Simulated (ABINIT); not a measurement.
# Quasiparticle gap of CdSe (Cadmoselite) in ABINIT

Aim: the G0W0 gap of CdSe (Cadmoselite) on PBE, step by step.

Program: ABINIT 10.8.3. Level of theory: PBE and many-body steps on it, plane waves. Values are calculated unless marked as measured.

The database entry behind the starting cell differs from other determinations of this structure, so it need not match the best structure at room temperature.

## (1) Starting point

The structure is hexagonal, space group P6_3mc (No. 186). Conventional cell: a = 4.300 Å, b = 4.300 Å, c = 7.020 Å, α = 90.00°, β = 90.00°, γ = 120.00°. Nearest to Cd lie 4 Se at 2.61 to 2.70 Å. Se has 4 Cd at 2.61 to 2.70 Å nearest. Farther neighbours, and contacts between anions beyond the nearest, are not listed.

The cell and positions come from the Crystallography Open Database and are kept as given unless a step says otherwise.

## (2) Ground state

This step: ABINIT 10.8.3; DFT, PBE, plane waves, norm-conserving pseudopotentials.

The ground-state density comes first.

The input, run.abi:

```
acell 3*1.0 Angstrom
rprim 
  4.300000000016 -0.000000000004 0.000000000000
  -2.150000000005 3.723909236288 0.000000000000
  0.000000000000 0.000000000000 7.020000000000
ntypat 2
znucl 48 34
natom 4
typat 1 1 2 2
xred 
  0.333333333333 0.666666666667 0.000000000000
  0.666666666667 0.333333333333 0.500000000000
  0.333333333333 0.666666666667 0.385000000000
  0.666666666667 0.333333333333 0.885000000000
pp_dirpath "pseudos"
pseudos "Cd.upf, Se.upf"
ecut 48
ngkpt 3 3 2
nshiftk 1
shiftk 0 0 0
kptopt 1
chksymbreak 0
nband 50
occopt 1
tolvrs 1e-08
nstep 60
prtwf 0
optforces 0
optstress 0
indata_prefix "in"
outdata_prefix "out"
tmpdata_prefix "tmp"
```

Run with:

```sh
$ OMP_NUM_THREADS=1 mpirun -n 4 abinit run.abi > log
```

Output:

```text
.Version 10.8.3 of ABINIT. v10.8.2 released Aug 2026.

 Symmetries : space group P6_3 m c (#186); Bravais hP (primitive hexag.)
================================================================================
 Values of the parameters that define the memory need of the present run
     intxc =       0    ionmov =       0      iscf =       7    lmnmax =       6
     lnmax =       6     mgfft =      90  mpssoang =       3    mqgrid =    4138
     natom =       4  nloc_mem =       1    nspden =       1   nspinor =       1
    nsppol =       1      nsym =      12    n1xccc =    2501    ntypat =       2
    occopt =       1   xclevel =       2
-    mband =          50        mffmem =           1         mkmem =           2
       mpw =       12050          nfft =      262440          nkpt =           6
================================================================================
  Rough estimation (10% accuracy) of disk space for files :
================================================================================

--------------------------------------------------------------------------------
------------- Echo of variables that govern the present computation ------------
--------------------------------------------------------------------------------
 -outvars: echo values of preprocessed input variables --------
            acell      1.8897261259E+00  1.8897261259E+00  1.8897261259E+00 Bohr

      chksymbreak           0
             ecut      4.80000000E+01 Hartree
-          fftalg         312

              ixc     -101130
              kpt      0.00000000E+00  0.00000000E+00  0.00000000E+00
                       3.33333333E-01  0.00000000E+00  0.00000000E+00
                       3.33333333E-01  3.33333333E-01  0.00000000E+00
                       0.00000000E+00  0.00000000E+00  5.00000000E-01
                       3.33333333E-01  0.00000000E+00  5.00000000E-01
                       3.33333333E-01  3.33333333E-01  5.00000000E-01
         kptrlatt        3    0    0      0    3    0      0    0    2
          kptrlen      2.43774670E+01
P           mkmem           2
            natom           4
            nband          50
            ngfft          54      54      90
             nkpt           6
            nstep          60
             nsym          12
           ntypat           2
              occ      2.000000  2.000000  2.000000  2.000000  2.000000  2.000000
                       2.000000  2.000000  2.000000  2.000000  2.000000  2.000000
                       2.000000  2.000000  2.000000  2.000000  2.000000  2.000000
                       2.000000  2.000000  2.000000  2.000000  2.000000  2.000000
                       2.000000  2.000000  2.000000  2.000000  2.000000  2.000000
                       2.000000  2.000000  2.000000  2.000000  2.000000  2.000000
                       2.000000  2.000000  2.000000  2.000000  2.000000  2.000000
                       2.000000  2.000000  0.000000  0.000000  0.000000  0.000000
                       0.000000  0.000000
        optforces           0
        optstress           0
            prtwf           0
            rprim      4.3000000000E+00 -4.0000000000E-12  0.0000000000E+00
                      -2.1500000000E+00  3.7239092363E+00  0.0000000000E+00
                       0.0000000000E+00  0.0000000000E+00  7.0200000000E+00
          spgroup         186

           tolvrs      1.00000000E-08

             xred      3.3333333333E-01  6.6666666667E-01  0.0000000000E+00
                       6.6666666667E-01  3.3333333333E-01  5.0000000000E-01
                       3.3333333333E-01  6.6666666667E-01  3.8500000000E-01
                       6.6666666667E-01  3.3333333333E-01  8.8500000000E-01
            znucl       48.00000   34.00000

================================================================================

 chkinp: Checking input parameters for consistency.

================================================================================
== DATASET  1 ==================================================================
-   mpi_nproc: 4, omp_nthreads: 1 (-1 if OMP is not activated)

--- !DatasetInfo
iteration_state: {dtset: 1, }
dimensions: {natom: 4, nkpt: 6, mband: 50, nsppol: 1, nspinor: 1, nspden: 1, mpw: 12050, }
cutoff_energies: {ecut:  48.0, pawecutdg:  -1.0, }
electrons: {nelect:   8.80000000E+01, charge:   0.00000000E+00, occopt:   1.00000000E+00, tsmear:   1.00000000E-02, }

 Real(R)+Recip(G) space primitive vectors, cartesian coordinates (Bohr,Bohr^-1):
 R(1)=  8.1258223  0.0000000  0.0000000  G(1)=  0.1230645  0.0710513  0.0000000
 R(2)= -4.0629112  7.0371686  0.0000000  G(2)=  0.0000000  0.1421026  0.0000000
 R(3)=  0.0000000  0.0000000 13.2658774  G(3)=  0.0000000  0.0000000  0.0753814
 Unit cell volume ucvol=  7.5857977E+02 bohr^3
 Angles (23,13,12)=  9.00000000E+01  9.00000000E+01  1.20000000E+02 degrees

 getcut: wavevector=  0.0000  0.0000  0.0000  ngfft=  54  54  90
         ecut(hartree)=     48.000   => boxcut(ratio)=   2.13128

--- Pseudopotential description ------------------------------------------------
- Cd Generated using ONCVPSP code by D. R. Hamann
- 48.00000  20.00000  171031                  znucl, zion, pspdat
12 -101130 2 -1 1368                          pspcod,pspxc,lmax,lloc,mmax
     nproj     2     2     2
  pspatm : epsatm=   19.67729986
         --- l  ekb(1:nproj) -->
[...]
pspatm: atomic psp has been read  and splines computed

- Se Generated using ONCVPSP code by D. R. Hamann
- 34.00000  24.00000  171031                  znucl, zion, pspdat
12 -101130 2 -1 1214                          pspcod,pspxc,lmax,lloc,mmax
     nproj     2     2     2
  pspatm : epsatm=   25.39064422
         --- l  ekb(1:nproj) -->
[...]
pspatm: atomic psp has been read  and splines computed

   7.93195816E+03                                ecore*ucvol(ha*bohr**3)
--------------------------------------------------------------------------------

_setup2: Arith. and geom. avg. npw (full set) are   12041.611   12041.595

================================================================================

--- !BeginCycle
iteration_state: {dtset: 1, }
solver: {iscf: 7, nstep: 60, nline: 4, wfoptalg: 0, }
tolerances: {tolvrs: 1.00E-08, }

     iter   Etot(hartree)      deltaE(h)  residm     vres2
 ETOT  1  -1021.1189753666    -1.021E+03 2.040E+00 5.316E+03
 ETOT  2  -1026.1012597174    -4.982E+00 9.539E-02 6.974E+03
 ETOT  3  -1026.8588868838    -7.576E-01 8.759E-03 7.897E+02
 ETOT  4  -1026.9046999669    -4.581E-02 1.145E-02 2.983E+02
 ETOT  5  -1026.9313219209    -2.662E-02 1.781E-03 1.873E+01
 ETOT  6  -1026.9330519126    -1.730E-03 9.795E-04 6.568E-02
 ETOT  7  -1026.9330501092     1.803E-06 4.540E-04 7.931E-02
 ETOT  8  -1026.9330573602    -7.251E-06 1.277E-04 3.231E-03
 ETOT  9  -1026.9330575492    -1.889E-07 1.045E-04 1.810E-03
 ETOT 10  -1026.9330577309    -1.818E-07 2.360E-05 2.816E-06
 ETOT 11  -1026.9330577311    -1.721E-10 2.360E-05 1.571E-07
 ETOT 12  -1026.9330577312    -7.049E-11 5.325E-06 1.046E-08
 ETOT 13  -1026.9330577312    -3.229E-11 5.321E-06 1.070E-09

 At SCF step   13       vres2   =  1.07E-09 < tolvrs=  1.00E-08 =>converged.

--- !ResultsGS
iteration_state: {dtset: 1, }
comment   : Summary of ground state results
lattice_vectors:
- [  8.1258223,  -0.0000000,   0.0000000, ]
- [ -4.0629112,   7.0371686,   0.0000000, ]
- [  0.0000000,   0.0000000,  13.2658774, ]
lattice_lengths: [   8.12582,    8.12582,   13.26588, ]
lattice_angles: [ 90.000,  90.000, 120.000, ] # degrees, (23, 13, 12)
lattice_volume:   7.5857977E+02
convergence: {deltae: -3.229E-11, res2:  1.070E-09, residm:  5.321E-06, diffor:  0.000E+00, }
etotal    :  -1.02693306E+03
entropy   :   0.00000000E+00
fermie    :   1.80438429E-01
cartesian_stress_tensor: null
pressure_GPa: null
xred      :
- [  3.3333E-01,   6.6667E-01,   0.0000E+00, Cd]
- [  6.6667E-01,   3.3333E-01,   5.0000E-01, Cd]
- [  3.3333E-01,   6.6667E-01,   3.8500E-01, Se]
- [  6.6667E-01,   3.3333E-01,   8.8500E-01, Se]
cartesian_forces: null
force_length_stats: {min: null, max: null, mean: null, }

 Integrated electronic density in atomic spheres:
 ------------------------------------------------
 Atom  Sphere_radius  Integrated_density
[...]
4        2.00000         21.26023256
================================================================================

 ----iterations are completed or convergence reached----

 Mean square residual over all n,k,spin=   19.528E-09; max=  53.209E-07
 reduced coordinates (array xred) for    4 atoms
       0.333333      0.666667      0.000000
       0.666667      0.333333      0.500000
       0.333333      0.666667      0.385000
       0.666667      0.333333      0.885000
 rms dE/dt=  0.0000E+00; max dE/dt=  0.0000E+00; dE/dt below (all hartree)
    1       0.000000      0.000000      0.000000
    2       0.000000      0.000000      0.000000
    3       0.000000      0.000000      0.000000
    4       0.000000      0.000000      0.000000

 cartesian coordinates (angstrom) at end:
    1      2e-12     2.482606     0.000000
    2      2.150000     1.241303     3.510000
    3      2e-12     2.482606     2.702700
    4      2.150000     1.241303     6.212700
 length scales=  1.889726  1.889726  1.889726 bohr
              =  1.000000  1.000000  1.000000 angstroms
 prteigrs : about to open file out_EIG
 Fermi (or HOMO) energy (hartree) =   0.18044   Average Vxc (hartree)=  -0.34207
 Eigenvalues (hartree) for nkpt=   6  k points:
 kpt#   1, nband= 50, wtk=  0.05556, kpt=  0.0000  0.0000  0.0000 (reduced coord)
  -7.42604   -7.42604   -5.20168   -5.20167   -5.20152   -5.20152   -5.20152   -5.20152
  -3.55840   -3.55840   -2.12719   -2.12716   -2.12690   -2.12690   -2.12687   -2.12687
  -1.53281   -1.53281   -1.53275   -1.53275   -1.53275   -1.53275   -1.53262   -1.53262
  -1.53262   -1.53262   -0.28211   -0.26857   -0.11279   -0.11279   -0.11075   -0.11075
  -0.11068   -0.09993   -0.09993   -0.09759   -0.09759   -0.08719    0.02415    0.15399
   0.15399    0.17981    0.18044    0.18044    0.20533    0.25722    0.39574    0.39574
   0.40515    0.43673
 prteigrs : prtvol=0 or 1, do not print more k-points.

--- !EnergyTerms
iteration_state     : {dtset: 1, }
comment             : Components of total free energy in Hartree
kinetic             :  4.162209E+02
hartree             :  4.209667E+02
xc                  : -1.060974E+02
Ewald energy        : -4.556051E+02
psp_core            :  1.045633E+01
local_psp           : -1.160173E+03
non_local_psp       : -1.527019E+02
total_energy        : -1.026933E+03
total_energy_eV     : -2.794427E+04
band_energy         : -1.643896E+02

== END DATASET(S) ==============================================================
================================================================================

 -outvars: echo values of variables after computation  --------
           etotal     -1.0269330577E+03
            nband          50
             nkpt           6
          spgroup         186
 [... the other variables as echoed above ...]

 Calculation completed.
```

It took 68 s on 4 MPI ranks of Arm Neoverse V2, shared host; peak memory 0.58 GiB.

Numbers from this step:

- total energy: -27944.2721 eV
- gap: 0.6773 eV
- k of the valence top: 0, 0, 0
- k of the conduction bottom: 0, 0, 0
- least direct gap: 0.6773 eV

The gap is direct, at Γ.

(Continued in part 2 of 3.)

[Long decimals in the printed logs are rounded to 6 places.]

[Logs are printed without paths, hosts, clocks, repeated set-up lines and the standing remarks that a program may print on its own settings, such as how far it seeks lower states.]

[Paths, hosts, dates, memory and timing lines, banners, echoed tables and standing remarks are left out of the program output; an Ansatz launch command may be rebuilt from the run's recorded settings. Measured values are a selection of at most five: reports struck by readers or far from the other reports are left out. None is set beside runs whose start may be inverted or whose files or cutoffs have a known fault.]

[Runs of the session that timed out or met a known fault of the program may be left out.]

[Hosts, paths, dates, database ids (printed as entryN), source tags and the programs' standing remarks are cut or masked in the printed files.]

[G0W0 gaps are taken among the corrected bands and points alone; a level outside them can change the order at an edge.]

[Where Ansatz stands beside ABINIT at settings called matched, ABINIT's density can come from a denser mesh and the files from another edition; pairs whose starting gaps differed by over 0.03 eV were left out, so agreement reads better than it is.]
